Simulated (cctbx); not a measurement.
**Ba4Ta2S across an absorption edge**

Space group I4/mmm (no. 139), a = 5.2110 Å, b = 5.2110 Å, c = 17.9810 Å, α = 90.00°, β = 90.00°, γ = 90.00°.

```csv
atom,mult.,x,y,z,Ueq (Å²)
Ta1,4,1/2,1/2,0.3566,0.0119
Ba1,4,1/2,1/2,0.1694,0.0126
Ba2,4,1/2,0,0,0.0146
S1,2,1/2,1/2,0,0.0230
```

The model was made for the exercise: a known structure type with other elements put in, its volume estimated, not relaxed; displacement parameters are assumed.

Calculated with cctbx: free-atom f′ and f″ from the Sasaki tables, no fine structure; amplitudes in electrons.

```
E (eV)  F 0 2 0  F 0 0 2  F 0 2 2  F 2 1 1
  4647    536.4     56.3     36.2     50.5
  4997    519.3     52.4     32.5     53.6
  5127    505.7     49.1     29.4     56.5
  5187    493.2     46.1     26.5     59.2
  5217    481.0     43.1     23.7     62.0
  5232    468.9     40.2     20.9     64.9
  5239    458.1     37.5     18.3     67.4
  5243    446.6     34.7     15.6     70.1
  5251    455.7     36.4     19.4     69.1
  5255    468.5     39.5     21.9     65.9
  5262    479.7     42.2     24.1     63.0
  5277    491.8     45.1     26.7     60.0
  5307    503.2     47.9     29.1     57.0
  5397    516.7     51.3     32.2     53.4
  5647    518.7     52.4     34.0     53.9
```

**Question.** Which edge is crossed, and why do the reflections move as they do?

The L3 edge of Ba. The edge is at 5247 eV. f′ of Ba falls from -11.8 e at 5127 eV to -19.6 e at 4 eV below it, and f″ steps from 3.47 to 10.78 e across it. Over that approach |F| changes by -12 % (0 2 0), -29 % (0 0 2), -47 % (0 2 2) and +24 % (2 1 1): a reflection falls where Ba scatters in phase with the total and rises where it scatters against it; it hardly moves where the Ba term is small or cancels by symmetry. Above the edge the larger f″ enters the imaginary part, where it can add to or cancel the other atoms' f″. The structure is centrosymmetric, so Friedel mates stay equal.

[Logs are printed without paths, hosts, clocks, repeated set-up lines and the standing remarks that a program may print on its own settings, such as how far it seeks lower states.]
